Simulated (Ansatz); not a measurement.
System: SnSe2 (1T monolayer).

The cell holds 3 atoms: 1 Sn and 2 Se. Its edges and angles: a = 3.773 Å, b = 3.773 Å, c = 29.600 Å, α = 90.0°, β = 90.0°, γ = 120.0°. Vacuum lies along c.

```xyz
3
Lattice="3.7735 0.0000 0.0000 -1.8867 3.2679 0.0000 0.0000 0.0000 29.6000" Properties=species:S:1:pos:R:3
Sn    0.0000    0.0000   14.8000
Se    0.0000    2.1786   16.3910
Se    1.8867    1.0893   13.2090
```

The structure was relaxed with PBEsol-D3(BJ). The runs that relaxed it are not among those shown.

Gaps computed with Ansatz 0.2.0 without a self-energy: PBEsol 0.72 eV and HSE06 1.43 eV.

Question: Estimate the G0W0@PBEsol gap with 6×6×1 mesh, 538 empty bands, screening to 75 eV, PAW set soft_1 files.

About 1.70 eV: on its mesh the run moves the gap from 0.74 eV by +0.98 eV, and the mesh misses the edges by 0.02 eV. Among the scalar-relativistic levels given, HSE06 is nearest (−0.27 eV). Bands and cutoff are finite, so the gap is not at the basis limit. The miss can reach some tenths of an eV and take either sign; the mesh is an error of its own. The mesh in the plane is coarse for a sheet; gap and any exciton binding can still move on denser ones. The many-body steps are scalar-relativistic: spin-orbit coupling is not in them.

[Paths, hosts, dates, memory and timing lines, banners, echoed tables and standing remarks are left out of the program output.]

[Logs are printed without paths, hosts, clocks, repeated set-up lines and the standing remarks that a program may print on its own settings, such as how far it seeks lower states.]

[Runs of the session that timed out or met a known fault of the program may be left out.]

[Cells called generated may have been cut or substituted from an entry of the Crystallography Open Database or the Materials Project.]

[Hosts, paths, dates, database ids (printed as entryN), source tags and the programs' standing remarks are cut or masked in the printed files.]
